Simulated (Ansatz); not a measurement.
# Preparing Li5AuO4 (C2/m) as a host crystal, part 2 of 3

Before any defect goes in: Li5AuO4 (C2/m) at rest, and how it screens a charge.

Ansatz 0.2.0; plane-wave PAW DFT, PBEsol; relaxation of the host's cell and atoms (the session's first sound run).

So far. Step 3 (Dielectric tensors of the host): The principal values of the electronic dielectric tensor are 3.02, 4.18 and 4.33. The principal values of the static dielectric tensor are 5.41, 8.74 and 10.09.

## (4) Primitive cell on a dense mesh

A dense mesh gives the host's converged energy, against which the supercell's sampling is tested.

This step: plane-wave PAW DFT, PBEsol; single point of the host's primitive cell on a dense mesh (Ansatz 0.2.0).

File dense/input.yaml:

```yaml
crystal:
  lattice:
    - [2.3506713111, -4.7020265854, -0.0063716293]
    - [2.3506713111, 4.7020265854, -0.0063716293]
    - [-1.0378125311, 0.0, 4.5817935441]
  atoms:
    - { symbol: Li, position: [0.2075647015, 0.7924352985, 0.5] }
    - { symbol: Li, position: [0.7174535789, 0.2825464211, 0.0] }
    - { symbol: Li, position: [0.2825464211, 0.7174535789, 0.0] }
    - { symbol: Li, position: [0.7924352985, 0.2075647015, 0.5] }
    - { symbol: Li, position: [0.0, 0.0, 0.0] }
    - { symbol: Au, position: [0.5, 0.5, 0.5] }
    - { symbol: O, position: [0.4031954114, 0.1083990683, 0.25018147] }
    - { symbol: O, position: [0.8916009317, 0.5968045886, 0.74981853] }
    - { symbol: O, position: [0.1083990683, 0.4031954114, 0.25018147] }
    - { symbol: O, position: [0.5968045886, 0.8916009317, 0.74981853] }
basis:
  ecutwfc: 420
  xc_grid: 2
hamiltonian:
  xc: pbesol
kpoints:
  mp_grid: { grid: [7, 7, 6] }
scf:
  occupations: { method: fermi_dirac, width: 0.01 }
  max_iter: 80
```

Launch:

```sh
> ansatz run input.yaml --threads 8 --pin off --max-ram 22609MiB --backend cpu --events-out ev --progress --plain --runs-dir out
```

Numbers of over 12 decimals in the logs are rounded to 6 here.

The log of the run:

```text
[...]
Crystal: 10 atoms, lattice volume = 101.222 Å³
Basis set: ecut = 420 eV, 1967 PW (Γ), exchange–correlation on 72×72×64 points (8 copies of the dense FFT grid, shifted against one another)
Bands: 39, of which v1, the nominal top of the filled ones, is band 29 counted from 1 (28 counted from 0)
Symmetry: 4 space group operations
[...]
k-points: 88 of 294
[...]
SCF iter   1: F=—  HF=-16270.998535 eV  |F-HF|=—  |Δ(HF+E_count)|=         —  Δρ=1.43e-2  dr2=1.77e-1  ethr=1.77e-3  ⟨swp⟩=6.6  Hψ=14608  notcnv=0  defer=19
[...]
SCF iter   7: F=-16270.953672 eV  HF=-16270.953672 eV  |F-HF|=1.98e-8  |Δ(HF+E_count)|=   4.93e-7  Δρ=4.25e-6  dr2=2.69e-8  ethr=1.75e-10  ⟨swp⟩=2.7  Hψ=6349  notcnv=0
SCF 1 converged in 7 iterations: F = -16270.953672 eV  dr2 = 2.69e-8
[...]
SCF converged after 7 iterations
Free energy (F): -16270.953672 eV
[...]
Internal energy: -16270.953672 eV  (E = F + TS)
E sigma→0 (E₀):  -16270.953672 eV
Fermi energy:    6.557569 eV
[...]
```

Elapsed: 2.2 s, on 8 threads of Arm Neoverse V2, shared host; peak memory 0.65 GiB.

## (5) Self-consistent run

This step: plane-wave PAW DFT, PBEsol; single point of the defect-free supercell, a test of its k-points (Ansatz 0.2.0).

System of this step: Li5AuO4 (C2/m). The cell holds 80 atoms: 40 Li, 8 Au and 32 O. Its edges and angles: a = 9.403 Å, b = 9.404 Å, c = 9.396 Å, α = 90.0°, β = 102.9°, γ = 90.0°.

File pristine.sampling/input.yaml:

```yaml
crystal:
  lattice:
    - [9.4026852446, 0.0, -0.0254865171]
    - [0.0, 9.4040531707, 0.0]
    - [-2.0756250623, 0.0, 9.1635870882]
  atoms:
    - { symbol: Li, position: [0.0, 0.7924352985, 0.25] }
    - { symbol: Li, position: [0.25, 0.2924352985, 0.25] }
    - { symbol: Li, position: [0.0, 0.2825464211, 0.0] }
    - { symbol: Li, position: [0.25, 0.7825464211, 0.0] }
    - { symbol: Li, position: [0.0, 0.7174535789, 0.0] }
    - { symbol: Li, position: [0.25, 0.2174535789, 0.0] }
    - { symbol: Li, position: [0.0, 0.2075647015, 0.25] }
    - { symbol: Li, position: [0.25, 0.7075647015, 0.25] }
    - { symbol: Li, position: [0.0, 0.0, 0.0] }
    - { symbol: Li, position: [0.25, 0.5, 0.0] }
    - { symbol: Au, position: [0.0, 0.5, 0.25] }
    - { symbol: Au, position: [0.25, 0.0, 0.25] }
    - { symbol: O, position: [0.1278986199, 0.8526018284, 0.125090735] }
    - { symbol: O, position: [0.3778986199, 0.3526018284, 0.125090735] }
    - { symbol: O, position: [0.1221013801, 0.3526018284, 0.374909265] }
    - { symbol: O, position: [0.3721013801, 0.8526018284, 0.374909265] }
    - { symbol: O, position: [0.1278986199, 0.1473981716, 0.125090735] }
    - { symbol: O, position: [0.3778986199, 0.6473981716, 0.125090735] }
    - { symbol: O, position: [0.1221013801, 0.6473981716, 0.374909265] }
    - { symbol: O, position: [0.3721013801, 0.1473981716, 0.374909265] }
    - { symbol: Li, position: [0.0, 0.7924352985, 0.75] }
    - { symbol: Li, position: [0.25, 0.2924352985, 0.75] }
    - { symbol: Li, position: [0.0, 0.2825464211, 0.5] }
    - { symbol: Li, position: [0.25, 0.7825464211, 0.5] }
    - { symbol: Li, position: [0.0, 0.7174535789, 0.5] }
    - { symbol: Li, position: [0.25, 0.2174535789, 0.5] }
    - { symbol: Li, position: [0.0, 0.2075647015, 0.75] }
    - { symbol: Li, position: [0.25, 0.7075647015, 0.75] }
    - { symbol: Li, position: [0.0, 0.0, 0.5] }
    - { symbol: Li, position: [0.25, 0.5, 0.5] }
    - { symbol: Au, position: [0.0, 0.5, 0.75] }
    - { symbol: Au, position: [0.25, 0.0, 0.75] }
    - { symbol: O, position: [0.1278986199, 0.8526018284, 0.625090735] }
    - { symbol: O, position: [0.3778986199, 0.3526018284, 0.625090735] }
    - { symbol: O, position: [0.1221013801, 0.3526018284, 0.874909265] }
    - { symbol: O, position: [0.3721013801, 0.8526018284, 0.874909265] }
    - { symbol: O, position: [0.1278986199, 0.1473981716, 0.625090735] }
    - { symbol: O, position: [0.3778986199, 0.6473981716, 0.625090735] }
    - { symbol: O, position: [0.1221013801, 0.6473981716, 0.874909265] }
    - { symbol: O, position: [0.3721013801, 0.1473981716, 0.874909265] }
    - { symbol: Li, position: [0.5, 0.7924352985, 0.25] }
    - { symbol: Li, position: [0.75, 0.2924352985, 0.25] }
    - { symbol: Li, position: [0.5, 0.2825464211, 0.0] }
    - { symbol: Li, position: [0.75, 0.7825464211, 0.0] }
    - { symbol: Li, position: [0.5, 0.7174535789, 0.0] }
    - { symbol: Li, position: [0.75, 0.2174535789, 0.0] }
    - { symbol: Li, position: [0.5, 0.2075647015, 0.25] }
    - { symbol: Li, position: [0.75, 0.7075647015, 0.25] }
    - { symbol: Li, position: [0.5, 0.0, 0.0] }
    - { symbol: Li, position: [0.75, 0.5, 0.0] }
    - { symbol: Au, position: [0.5, 0.5, 0.25] }
    - { symbol: Au, position: [0.75, 0.0, 0.25] }
    - { symbol: O, position: [0.6278986199, 0.8526018284, 0.125090735] }
    - { symbol: O, position: [0.8778986199, 0.3526018284, 0.125090735] }
    - { symbol: O, position: [0.6221013801, 0.3526018284, 0.374909265] }
    - { symbol: O, position: [0.8721013801, 0.8526018284, 0.374909265] }
    - { symbol: O, position: [0.6278986199, 0.1473981716, 0.125090735] }
    - { symbol: O, position: [0.8778986199, 0.6473981716, 0.125090735] }
    - { symbol: O, position: [0.6221013801, 0.6473981716, 0.374909265] }
    - { symbol: O, position: [0.8721013801, 0.1473981716, 0.374909265] }
    - { symbol: Li, position: [0.5, 0.7924352985, 0.75] }
    - { symbol: Li, position: [0.75, 0.2924352985, 0.75] }
    - { symbol: Li, position: [0.5, 0.2825464211, 0.5] }
    - { symbol: Li, position: [0.75, 0.7825464211, 0.5] }
    - { symbol: Li, position: [0.5, 0.7174535789, 0.5] }
    - { symbol: Li, position: [0.75, 0.2174535789, 0.5] }
    - { symbol: Li, position: [0.5, 0.2075647015, 0.75] }
    - { symbol: Li, position: [0.75, 0.7075647015, 0.75] }
    - { symbol: Li, position: [0.5, 0.0, 0.5] }
    - { symbol: Li, position: [0.75, 0.5, 0.5] }
    - { symbol: Au, position: [0.5, 0.5, 0.75] }
    - { symbol: Au, position: [0.75, 0.0, 0.75] }
    - { symbol: O, position: [0.6278986199, 0.8526018284, 0.625090735] }
    - { symbol: O, position: [0.8778986199, 0.3526018284, 0.625090735] }
    - { symbol: O, position: [0.6221013801, 0.3526018284, 0.874909265] }
    - { symbol: O, position: [0.8721013801, 0.8526018284, 0.874909265] }
    - { symbol: O, position: [0.6278986199, 0.1473981716, 0.625090735] }
    - { symbol: O, position: [0.8778986199, 0.6473981716, 0.625090735] }
    - { symbol: O, position: [0.6221013801, 0.6473981716, 0.874909265] }
    - { symbol: O, position: [0.8721013801, 0.1473981716, 0.874909265] }
basis:
  ecutwfc: 420
  xc_grid: 2
hamiltonian:
  xc: pbesol
kpoints:
  mp_grid: { grid: [1, 1, 1], shift: [0.25, 0.25, 0.25] }
scf:
  occupations: { method: fermi_dirac, width: 0.01 }
  max_iter: 80
```

The log of the run:

```text
[...]
Crystal: 80 atoms, lattice volume = 809.778 Å³
Basis set: ecut = 420 eV, 15817 PW (Γ), exchange–correlation on 128×128×128 points (8 copies of the dense FFT grid, shifted against one another)
Bands: 312, of which v1, the nominal top of the filled ones, is band 232 counted from 1 (231 counted from 0)
Symmetry: 16 space group operations
k-points: 1
[...]
SCF iter   1: F=—  HF=-130167.968960 eV  |F-HF|=—  |Δ(HF+E_count)|=         —  Δρ=1.42e-2  dr2=1.40e0  ethr=1.77e-3  ⟨swp⟩=6.0  Hψ=1216  notcnv=0  defer=22
[...]
SCF iter   7: F=-130167.614510 eV  HF=-130167.614510 eV  |F-HF|=1.20e-7  |Δ(HF+E_count)|=   3.94e-6  Δρ=8.02e-6  dr2=5.19e-7  ethr=1.75e-10  ⟨swp⟩=3.0  Hψ=568  notcnv=0
SCF 1 converged in 7 iterations: F = -130167.614510 eV  dr2 = 5.19e-7
[...]
SCF converged after 7 iterations
Free energy (F): -130167.614510 eV
[...]
Internal energy: -130167.614510 eV  (E = F + TS)
E sigma→0 (E₀):  -130167.614510 eV
Fermi energy:    6.637172 eV
[...]
```

Elapsed: 2.7 s, on 8 threads; peak memory 1.6 GiB; 17 s of CPU time.

Numbers from this step:

```
energy over dense mesh : 1.86e-4 eV/atom
```

## (6) Defect free supercell relaxed from its symmetric sites

This cell, the one that will hold the defects, is built from the relaxed host. Its coarser k-points can move the atoms a little, so it is relaxed from the symmetric sites, as the reference for the test of stability.

This step: plane-wave PAW DFT, PBEsol; relaxation of the defect-free supercell from its symmetric sites (Ansatz 0.2.0).

pristine.symmetric/input.yaml, as its differences from pristine.sampling/input.yaml of step 5:

```diff
@@ -96 +96,12 @@
   max_iter: 80
+output:
+  forces: true
+relax:
+  f_tol: 0.01
+  max_steps: 60
+  escape_saddle: false
+checkpoint:
+  write: "../pristine.symmetric.run"
+  compress: false
+  write_wavefunctions: false
+  write_every: 100000
```

The log of the run:

```text
[...]
Crystal: 80 atoms, lattice volume = 809.778 Å³
Basis set: ecut = 420 eV, 15817 PW (Γ), exchange–correlation on 128×128×128 points (8 copies of the dense FFT grid, shifted against one another)
Bands: 312, of which v1, the nominal top of the filled ones, is band 232 counted from 1 (231 counted from 0)
Symmetry: 16 space group operations
k-points: 1
[...]
SCF iter   1: F=—  HF=-130167.968960 eV  |F-HF|=—  |Δ(HF+E_count)|=         —  Δρ=1.42e-2  dr2=1.40e0  ethr=1.77e-3  ⟨swp⟩=6.0  Hψ=1216  notcnv=0  defer=22
[...]
SCF iter   7: F=-130167.614510 eV  HF=-130167.614510 eV  |F-HF|=5.88e-8  |Δ(HF+E_count)|=   3.93e-6  Δρ=7.40e-6  dr2=4.54e-7  ethr=5.39e-10  ⟨swp⟩=4.0  Hψ=805  notcnv=0
SCF 1 converged in 7 iterations: F = -130167.614510 eV  dr2 = 4.54e-7
[...]
relax step   1: F+E_penalty+E_count = -130167.61451032 eV  Δ(F+E_penalty+E_count) = +0.000e0 eV  max|allowed force component| = 6.834e-3 eV/Å  Δτ_max = 0.0000 Å  (7 SCF iters, dr2 threshold 2.50e-6 eV, accepted)
[...]
SCF iter   3: F=-130167.614511 eV  HF=-130167.614510 eV  |F-HF|=3.84e-8  |Δ(HF+E_count)|=   4.87e-8  Δρ=2.04e-6  dr2=5.55e-8  ethr=2.16e-11  ⟨swp⟩=3.0  Hψ=673  notcnv=0
SCF 2 converged in 3 iterations: F = -130167.614511 eV  dr2 = 5.55e-8
relax step   2: F+E_penalty+E_count = -130167.61451050 eV  Δ(F+E_penalty+E_count) = -1.851e-7 eV  max|allowed force component| = 6.847e-3 eV/Å  Δτ_max = 0.0000 Å  (3 SCF iters, accepted)
SCF converged after 3 iterations
Free energy (F): -130167.614511 eV
[...]
Internal energy: -130167.614511 eV  (E = F + TS)
E sigma→0 (E₀):  -130167.614511 eV
Fermi energy:    6.637137 eV
[...]
--- Forces (eV/Å), atoms counted from 1 ---
  atom   1  Li    -0.00038461    -0.00080029    -0.00013116
  atom   2  Li    -0.00038461    -0.00080029    -0.00013116
  atom   3  Li     0.00224234     0.00645798     0.00102192
  atom   4  Li     0.00224234     0.00645798     0.00102192
  atom   5  Li    -0.00224234    -0.00645798    -0.00102192
  atom   6  Li    -0.00224234    -0.00645798    -0.00102192
  atom   7  Li     0.00038461     0.00080029     0.00013116
  atom   8  Li     0.00038461     0.00080029     0.00013116
  atom   9  Li     0.00000000    -0.00000000     0.00000000
  atom  10  Li    -0.00000000     0.00000000     0.00000000
  atom  11  Au     0.00000000     0.00000000    -0.00000000
  atom  12  Au    -0.00000000     0.00000000     0.00000000
  atom  13  O     -0.00128560     0.00629633    -0.00305833
  atom  14  O     -0.00128560     0.00629633    -0.00305833
  atom  15  O     -0.00211173     0.00684673    -0.00221173
  atom  16  O     -0.00211173     0.00684673    -0.00221173
  atom  17  O      0.00211173    -0.00684673     0.00221173
  atom  18  O      0.00211173    -0.00684673     0.00221173
  atom  19  O      0.00128560    -0.00629633     0.00305833
  atom  20  O      0.00128560    -0.00629633     0.00305833
  atom  21  Li    -0.00038461    -0.00080029    -0.00013116
  atom  22  Li    -0.00038461    -0.00080029    -0.00013116
  atom  23  Li     0.00224234     0.00645798     0.00102192
  atom  24  Li     0.00224234     0.00645798     0.00102192
  atom  25  Li    -0.00224234    -0.00645798    -0.00102192
  atom  26  Li    -0.00224234    -0.00645798    -0.00102192
  atom  27  Li     0.00038461     0.00080029     0.00013116
  atom  28  Li     0.00038461     0.00080029     0.00013116
  atom  29  Li    -0.00000000     0.00000000     0.00000000
  atom  30  Li    -0.00000000     0.00000000    -0.00000000
  atom  31  Au     0.00000000    -0.00000000     0.00000000
  atom  32  Au     0.00000000     0.00000000     0.00000000
  atom  33  O     -0.00128560     0.00629633    -0.00305833
  atom  34  O     -0.00128560     0.00629633    -0.00305833
  atom  35  O     -0.00211173     0.00684673    -0.00221173
  atom  36  O     -0.00211173     0.00684673    -0.00221173
  atom  37  O      0.00211173    -0.00684673     0.00221173
  atom  38  O      0.00211173    -0.00684673     0.00221173
  atom  39  O      0.00128560    -0.00629633     0.00305833
  atom  40  O      0.00128560    -0.00629633     0.00305833
[...]
atom  69  Li     0.00000000     0.00000000     0.00000000
  atom  70  Li    -0.00000000    -0.00000000    -0.00000000
  atom  71  Au     0.00000000    -0.00000000     0.00000000
  atom  72  Au     0.00000000     0.00000000     0.00000000
  atom  73  O     -0.00128560     0.00629633    -0.00305833
  atom  74  O     -0.00128560     0.00629633    -0.00305833
  atom  75  O     -0.00211173     0.00684673    -0.00221173
  atom  76  O     -0.00211173     0.00684673    -0.00221173
  atom  77  O      0.00211173    -0.00684673     0.00221173
  atom  78  O      0.00211173    -0.00684673     0.00221173
  atom  79  O      0.00128560    -0.00629633     0.00305833
  atom  80  O      0.00128560    -0.00629633     0.00305833
  max |Σ_I F_I| component: 1.82e-17 eV/Å
--- Relaxed structure (2 steps of the walk, 2 accepted, 0 SCFs on fresh bases) ---
  F+E_penalty+E_count = -130167.61451050 eV   max|allowed force component| = 6.847e-3 eV/Å
  atoms:
    - { symbol: Li, position: [-6.938893903907228e-18, 0.792435, 0.25] }
    - { symbol: Li, position: [0.25, 0.2924352985, 0.25] }
    - { symbol: Li, position: [0.0, 0.2825464211, 0.0] }
    - { symbol: Li, position: [0.25, 0.7825464211, 0.0] }
    - { symbol: Li, position: [0.0, 0.717454, 0.0] }
    - { symbol: Li, position: [0.25, 0.217454, 0.0] }
    - { symbol: Li, position: [-6.938893903907228e-18, 0.2075647015, 0.25] }
    - { symbol: Li, position: [0.25, 0.7075647015, 0.25] }
    - { symbol: Li, position: [0.0, 0.0, 0.0] }
    - { symbol: Li, position: [0.25, 0.500000, 0.0] }
    - { symbol: Au, position: [-6.938893903907228e-18, 0.500000, 0.25] }
    - { symbol: Au, position: [0.25, 0.0, 0.25] }
    - { symbol: O, position: [0.1278986199, 0.852602, 0.125091] }
    - { symbol: O, position: [0.3778986199, 0.3526018284, 0.125091] }
    - { symbol: O, position: [0.122101, 0.3526018284, 0.374909] }
    - { symbol: O, position: [0.372101, 0.852602, 0.374909265] }
    - { symbol: O, position: [0.1278986199, 0.147398, 0.125091] }
    - { symbol: O, position: [0.3778986199, 0.6473981716, 0.125091] }
    - { symbol: O, position: [0.122101, 0.6473981716, 0.374909] }
    - { symbol: O, position: [0.372101, 0.147398, 0.374909265] }
    - { symbol: Li, position: [-2.7755575615628914e-17, 0.792435, 0.75] }
    - { symbol: Li, position: [0.25, 0.2924352985, 0.75] }
    - { symbol: Li, position: [-1.3877787807814457e-17, 0.2825464211, 0.5] }
    - { symbol: Li, position: [0.25, 0.7825464211, 0.5] }
    - { symbol: Li, position: [-1.3877787807814457e-17, 0.717454, 0.5] }
    - { symbol: Li, position: [0.25, 0.217454, 0.5] }
    - { symbol: Li, position: [-2.7755575615628914e-17, 0.2075647015, 0.75] }
    - { symbol: Li, position: [0.25, 0.7075647015, 0.75] }
    - { symbol: Li, position: [-1.3877787807814457e-17, 0.0, 0.5] }
    - { symbol: Li, position: [0.25, 0.500000, 0.5] }
    - { symbol: Au, position: [-2.7755575615628914e-17, 0.500000, 0.75] }
    - { symbol: Au, position: [0.25, 0.0, 0.75] }
    - { symbol: O, position: [0.1278986199, 0.852602, 0.625090735] }
    - { symbol: O, position: [0.3778986199, 0.3526018284, 0.625091] }
    - { symbol: O, position: [0.122101, 0.3526018284, 0.874909] }
    - { symbol: O, position: [0.372101, 0.852602, 0.874909] }
    - { symbol: O, position: [0.1278986199, 0.147398, 0.625090735] }
    - { symbol: O, position: [0.3778986199, 0.6473981716, 0.625091] }
    - { symbol: O, position: [0.122101, 0.6473981716, 0.874909] }
    - { symbol: O, position: [0.372101, 0.147398, 0.874909] }
    - { symbol: Li, position: [0.5, 0.792435, 0.25] }
    - { symbol: Li, position: [0.75, 0.2924352985, 0.25] }
    - { symbol: Li, position: [0.5, 0.2825464211, 0.0] }
    - { symbol: Li, position: [0.750000, 0.7825464211, 0.0] }
    - { symbol: Li, position: [0.5, 0.717454, 0.0] }
    - { symbol: Li, position: [0.750000, 0.217454, 0.0] }
    - { symbol: Li, position: [0.5, 0.2075647015, 0.25] }
    - { symbol: Li, position: [0.75, 0.7075647015, 0.25] }
    - { symbol: Li, position: [0.5, 0.0, 0.0] }
    - { symbol: Li, position: [0.750000, 0.500000, 0.0] }
    - { symbol: Au, position: [0.5, 0.500000, 0.25] }
    - { symbol: Au, position: [0.75, 0.0, 0.25] }
    - { symbol: O, position: [0.6278986199, 0.852602, 0.125091] }
    - { symbol: O, position: [0.877899, 0.3526018284, 0.125090735] }
    - { symbol: O, position: [0.6221013801, 0.3526018284, 0.374909265] }
    - { symbol: O, position: [0.8721013801, 0.852602, 0.374909265] }
    - { symbol: O, position: [0.6278986199, 0.147398, 0.125091] }
    - { symbol: O, position: [0.877899, 0.6473981716, 0.125090735] }
    - { symbol: O, position: [0.6221013801, 0.6473981716, 0.374909265] }
    - { symbol: O, position: [0.8721013801, 0.147398, 0.374909265] }
    - { symbol: Li, position: [0.5, 0.792435, 0.75] }
    - { symbol: Li, position: [0.750000, 0.2924352985, 0.75] }
    - { symbol: Li, position: [0.5, 0.2825464211, 0.5] }
    - { symbol: Li, position: [0.75, 0.7825464211, 0.500000] }
    - { symbol: Li, position: [0.5, 0.717454, 0.5] }
    - { symbol: Li, position: [0.75, 0.217454, 0.500000] }
    - { symbol: Li, position: [0.5, 0.2075647015, 0.75] }
    - { symbol: Li, position: [0.750000, 0.7075647015, 0.75] }
    - { symbol: Li, position: [0.5, 0.0, 0.5] }
    - { symbol: Li, position: [0.75, 0.500000, 0.500000] }
    - { symbol: Au, position: [0.5, 0.500000, 0.75] }
    - { symbol: Au, position: [0.750000, 0.0, 0.75] }
    - { symbol: O, position: [0.6278986199, 0.852602, 0.625091] }
    - { symbol: O, position: [0.8778986199, 0.3526018284, 0.625090735] }
    - { symbol: O, position: [0.6221013801, 0.3526018284, 0.874909] }
    - { symbol: O, position: [0.872101, 0.852602, 0.874909265] }
    - { symbol: O, position: [0.6278986199, 0.147398, 0.625091] }
    - { symbol: O, position: [0.8778986199, 0.6473981716, 0.625090735] }
    - { symbol: O, position: [0.6221013801, 0.6473981716, 0.874909] }
    - { symbol: O, position: [0.872101, 0.147398, 0.874909265] }
```

It took 4.9 s on 8 threads; peak memory 1.6 GiB.

Hardly anything moved in the relaxation; the energy changed by under 0.2 meV an atom.

[end of part 2 of 3]

[Logs are printed without paths, hosts, clocks, repeated set-up lines and the standing remarks that a program may print on its own settings, such as how far it seeks lower states.]

[Hosts, paths, dates, database ids (printed as entryN), source tags and the programs' standing remarks are cut or masked in the printed files.]

[Runs of the host that timed out are not shown.]

[For some hosts the program warned that the k-mesh of the response run may be too coarse for force constants and the static dielectric constant; such warnings are not always shown.]
